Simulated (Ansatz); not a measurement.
## NaCSeN (built on the sites of a database entry of NaCNO): relaxing the cell for a phonon run

Wanted: the relaxed cell of NaCSeN (built on the sites of a database entry of NaCNO).

Method: DFT PBEsol, scalar-relativistic, plane waves, PAW, in Ansatz 0.2.0.

Most raw output is cut from this account.

The structure was built from a prototype and need not be the compound's stable phase.

### 1. Set-up

Symmetry: R3m, No. 160, trigonal system. The conventional cell has a = 3.798 Å, b = 3.798 Å, c = 16.041 Å, α = 90.00°, β = 90.00°, γ = 120.00°. Nearest to Na lie 3 Se at 2.60 Å and 3 N at 2.64 Å. C has 1 Se at 1.20 Å and 1 N at 1.28 Å nearest. N has 1 C at 1.28 Å and 3 Na at 2.64 Å nearest. Nearest to Se lie 1 C at 1.20 Å and 3 Na at 2.60 Å. Farther neighbours and most contacts between anions are not listed.

Coordinates:

```
Na C N Se
1.0
     1.89914    1.09647    5.34692
    -1.89914    1.09647    5.34692
     0.00000   -2.19294    5.34692
Na C N Se
1 1 1 1
Direct
  0.50000 0.50000 0.50000
  0.00500 0.00500 0.00500
  0.92500 0.92500 0.92500
  0.08000 0.08000 0.08000
```

### 2. Probe on a coarse mesh

A quick single point on a coarse mesh tells whether the cell has a gap and how far it is from rest, which sets the k mesh and smearing that follow.

File input.yaml:

```yaml
crystal:
  lattice:
    - [1.89914, 1.09647, 5.34692]
    - [-1.89914, 1.09647, 5.34692]
    - [0.0, -2.19294, 5.34692]
  atoms:
    - { symbol: Na, position: [0.5, 0.5, 0.5] }
    - { symbol: C, position: [0.005, 0.005, 0.005] }
    - { symbol: "N", position: [0.925, 0.925, 0.925] }
    - { symbol: Se, position: [0.08, 0.08, 0.08] }
kpoints:
  mp_grid: { grid: [6, 6, 6] }
hamiltonian:
  xc: pbesol
scf:
  occupations: { method: gaussian, width: 0.1 }
output:
  forces: true
  stress: true
  eigenvalues: true
```

Run with:

```
> ansatz run input.yaml --threads 4 --pin off --max-ram 14336MiB --backend cpu --events-out ev --progress --plain --runs-dir out
```

Wall time 1.1 s (4 threads of Arm Neoverse V2, shared host); peak memory 0.38 GiB.

This step gave:

| Property | Result |
| --- | --- |
| pressure | 72.61 GPa |
| gap on the k-mesh | 2.427 eV |
| volume per atom | 16.70 Å³ |
| direct gap on mesh | 3.125 eV |

The coarse mesh shows a gap of 2.43 eV and a pressure of 72.6 GPa.

### 3. Coarse relaxation

A rough relaxation comes first, because large forces or stress need no tight tolerances yet.

Changes to input.yaml since step 2:

```diff
@@ -20 +20,6 @@
   eigenvalues: true
+relax:
+  adjacent_minimum: "off"
+  f_tol: 0.05
+  max_steps: 80
+  cell: { stress_tol: 0.5 }
```

It took 14 s on 4 threads; peak memory 0.46 GiB.

Relaxation path:

| step | energy less that of the first step (eV) | largest force component (eV/Å) | pressure (GPa) | volume (Å³) |
| --- | --- | --- | --- | --- |
| 1 | 0.0000 | 79.9905 | 72.61 | 66.80 |
| 2 | -12.1757 | 18.1386 | 20.91 | 70.07 |
| 3 | -13.5041 | 7.7650 | 11.00 | 74.45 |
| 4 | -14.0476 | 2.6849 | 3.85 | 79.02 |
| 5 | -14.1412 | 0.9341 | 0.72 | 81.40 |
| 6 | -14.1549 | 0.1774 | 0.20 | 81.84 |
| 7 | -14.1559 | 0.0232 | 0.03 | 82.00 |
| 8* | -14.2094 | 0.0454 | 0.71 | 82.00 |
| 9 | -14.2136 | 0.1113 | -0.10 | 85.71 |
| 10 | -14.2141 | 0.0140 | -0.03 | 85.87 |
| 11* | -14.2204 | 0.0148 | 0.02 | 85.87 |

Relaxation steps marked * repeat the geometry before them on a plane-wave basis chosen anew for their cell, so energy and pressure can jump there.

Forces are held to the 6 operations that the run works with; a distortion that breaks them can't arise in this run.

| conventional cell, symmetrised | before | after | change |
| --- | --- | --- | --- |
| a (Å) | 3.798 | 4.189 | +10.3 % |
| b (Å) | 3.798 | 4.189 | +10.3 % |
| c (Å) | 16.041 | 16.951 | +5.7 % |
| volume (Å³/atom) | 16.70 | 21.47 | +28.5 % |

The atoms that moved most (Å, as changes of fractional coordinates times the final cell):

| atom | dx | dy | dz | length |
| --- | --- | --- | --- | --- |
| Na1 | 0.000 | 0.000 | 0.394 | 0.394 |
| C2 | 0.000 | 0.000 | -0.351 | 0.351 |
| N3 | 0.000 | 0.000 | -0.185 | 0.185 |
| Se4 | 0.000 | 0.000 | 0.143 | 0.143 |

Final coordinates:

```
Na C N Se
1.0
     2.09456    1.20929    5.65031
    -2.09456    1.20929    5.65031
     0.00000   -2.41859    5.65031
Na C N Se
1 1 1 1
Direct
  0.52324 0.52324 0.52324
  0.98426 0.98426 0.98426
  0.91408 0.91408 0.91408
  0.08841 0.08841 0.08841
```

Numbers from this step:

| Item | Value |
| --- | --- |
| pressure | 0.02034 GPa |
| gap on the k-mesh | 3.063 eV |
| volume per atom | 21.47 Å³ |
| direct gap on mesh | 3.329 eV |

In this step the volume went from 16.70 to 21.47 Å³/atom.

### 4. Relaxation

Harmonic phonons are second derivatives at a point where the forces vanish, and they are wanted at zero stress, so atoms and cell are relaxed first.

File input.yaml:

```yaml
crystal:
  lattice:
    - [2.094559801, 1.2092946649, 5.6503114803]
    - [-2.094559801, 1.2092946649, 5.6503114803]
    - [0.0, -2.4185893299, 5.6503114803]
  atoms:
    - { symbol: Na, position: [0.523243481, 0.523243481, 0.523243481] }
    - { symbol: C, position: [-0.0157355396, -0.0157355396, -0.0157355396] }
    - { symbol: "N", position: [0.9140808301, 0.9140808301, 0.9140808301] }
    - { symbol: Se, position: [0.0884112285, 0.0884112285, 0.0884112285] }
kpoints:
  mp_grid: { grid: [6, 6, 6] }
hamiltonian:
  xc: pbesol
scf:
  occupations: { method: gaussian, width: 0.02 }
output:
  forces: true
  stress: true
  eigenvalues: true
relax:
  adjacent_minimum: "off"
  f_tol: 0.005
  max_steps: 80
  cell: { stress_tol: 0.05 }
```

Run time: 7.8 s. Hardware: 4 threads; peak memory 0.46 GiB.

The steps of the relaxation:

| step | energy less that of the first step (eV) | largest force component (eV/Å) | pressure (GPa) | volume (Å³) |
| --- | --- | --- | --- | --- |
| 1 | 0.0000 | 0.0147 | 0.02 | 85.87 |
| 2 | 0.0000 | 0.0041 | 0.02 | 86.05 |
| 3 | 0.0003 | 0.0241 | 0.01 | 86.30 |
| 4 | 0.0003 | 0.0080 | 0.01 | 86.31 |
| 5 | 0.0003 | 0.0002 | 0.00 | 86.32 |
| 6* | -0.0005 | 0.0004 | 0.01 | 86.32 |

Relaxation steps marked * repeat the geometry before them on a plane-wave basis chosen anew for their cell, so energy and pressure can jump there.

Forces are held to the 6 operations that the run works with; a distortion that breaks them can't arise in this run.

| conventional cell, symmetrised | before | after | change |
| --- | --- | --- | --- |
| a (Å) | 4.189 | 4.206 | +0.4 % |
| b (Å) | 4.189 | 4.206 | +0.4 % |
| c (Å) | 16.951 | 16.901 | -0.3 % |
| volume (Å³/atom) | 21.47 | 21.58 | +0.5 % |

The relaxed structure:

```cif
data_structure
_symmetry_space_group_name_H-M 'P 1'
_symmetry_Int_Tables_number 1
_cell_length_a 6.1349
_cell_length_b 6.1349
_cell_length_c 6.1349
_cell_angle_alpha 40.097
_cell_angle_beta 40.097
_cell_angle_gamma 40.097
_cell_volume 86.32
loop_
_atom_site_label
_atom_site_type_symbol
_atom_site_fract_x
_atom_site_fract_y
_atom_site_fract_z
_atom_site_occupancy
Na1 Na 0.52297 0.52297 0.52297 1
C2 C 0.98431 0.98431 0.98431 1
N3 N 0.91394 0.91394 0.91394 1
Se4 Se 0.08878 0.08878 0.08878 1
```

This step gave:

```
pressure           : 0.01046 GPa
gap on the k-mesh  : 3.077 eV
volume per atom    : 21.58 Å³
direct gap on mesh : 3.348 eV
```

In this step the volume went from 21.47 to 21.58 Å³/atom.

### 5. Tight relaxation

Phonons need a cell at rest on their own settings, so the relaxation is repeated with tight tolerances on forces and stress on the k mesh and occupations of the first response run.

File input.yaml:

```yaml
crystal:
  lattice:
    - [2.1031541806, 1.2142566323, 5.6337904604]
    - [-2.1031541806, 1.2142566323, 5.6337904604]
    - [0.0, -2.4285132647, 5.6337904604]
  atoms:
    - { symbol: Na, position: [0.5229669698, 0.5229669698, 0.5229669698] }
    - { symbol: C, position: [-0.0156858088, -0.0156858088, -0.0156858088] }
    - { symbol: "N", position: [0.913941915, 0.913941915, 0.913941915] }
    - { symbol: Se, position: [0.0887769241, 0.0887769241, 0.0887769241] }
kpoints:
  mp_grid: { grid: [6, 6, 6] }
hamiltonian:
  xc: pbesol
scf:
  occupations: { method: fixed }
output:
  forces: true
  stress: true
  eigenvalues: true
relax:
  adjacent_minimum: "off"
  f_tol: 0.001
  max_steps: 60
  cell: { stress_tol: 0.01 }
```

Elapsed: 7.5 s, on 4 threads; peak memory 0.46 GiB.

Relaxation path:

| step | energy less that of the first step (eV) | largest force component (eV/Å) | pressure (GPa) | volume (Å³) |
| --- | --- | --- | --- | --- |
| 1 | 0.0000 | 0.0004 | 0.01 | 86.32 |
| 2 | 0.0001 | 0.0017 | 0.01 | 86.37 |
| 3 | 0.0002 | 0.0085 | 0.00 | 86.47 |
| 4 | 0.0002 | 0.0028 | 0.00 | 86.47 |
| 5 | 0.0002 | 0.0001 | 0.00 | 86.48 |
| 6* | 0.0000 | 0.0002 | 0.00 | 86.48 |

Relaxation steps marked * repeat the geometry before them on a plane-wave basis chosen anew for their cell, so energy and pressure can jump there.

Forces are held to the 6 operations that the run works with; a distortion that breaks them can't arise in this run.

| conventional cell, symmetrised | before | after | change |
| --- | --- | --- | --- |
| a (Å) | 4.206 | 4.213 | +0.1 % |
| b (Å) | 4.206 | 4.213 | +0.1 % |
| c (Å) | 16.901 | 16.881 | -0.1 % |
| volume (Å³/atom) | 21.58 | 21.62 | +0.2 % |

The relaxed structure:

```cif
data_structure
_symmetry_space_group_name_H-M 'P 1'
_symmetry_Int_Tables_number 1
_cell_length_a 6.1301
_cell_length_b 6.1301
_cell_length_c 6.1301
_cell_angle_alpha 40.192
_cell_angle_beta 40.192
_cell_angle_gamma 40.192
_cell_volume 86.48
loop_
_atom_site_label
_atom_site_type_symbol
_atom_site_fract_x
_atom_site_fract_y
_atom_site_fract_z
_atom_site_occupancy
Na1 Na 0.52289 0.52289 0.52289 1
C2 C 0.98432 0.98432 0.98432 1
N3 N 0.91387 0.91387 0.91387 1
Se4 Se 0.08892 0.08892 0.08892 1
```

This step gave:

```
pressure           : 0.003118 GPa
gap on the k-mesh  : 3.082 eV
volume per atom    : 21.62 Å³
direct gap on mesh : 3.355 eV
```

The largest force component left is 0.17 meV/Å and the pressure is 0.003 GPa, within the tolerances set. The cell now holds 21.62 Å³/atom.

### 6. Summary of results

| Quantity | Value |
| --- | --- |
| space group after relaxation (within 0.01 Å) | R3m |
| lattice constant a | 4.213 Å |
| lattice constant b | 4.213 Å |
| lattice constant c | 16.881 Å |
| volume per atom | 21.6 Å³ |
| gap on the k-mesh | 3.08 eV |

What this shows: The largest force component left is 0.17 meV/Å and the pressure is 0.003 GPa, within the tolerances set. The cell now holds 21.62 Å³/atom. The relaxation keeps the symmetry of its start, so it says nothing on stability against lower symmetry. The starting cell was built on a prototype and not taken from a measurement, so the phase need not exist.

[Logs are printed without paths, hosts, clocks, repeated set-up lines and the standing remarks that a program may print on its own settings, such as how far it seeks lower states.]

[Hosts, paths, dates, database ids (printed as entryN), source tags and the programs' standing remarks are cut or masked in the printed files.]
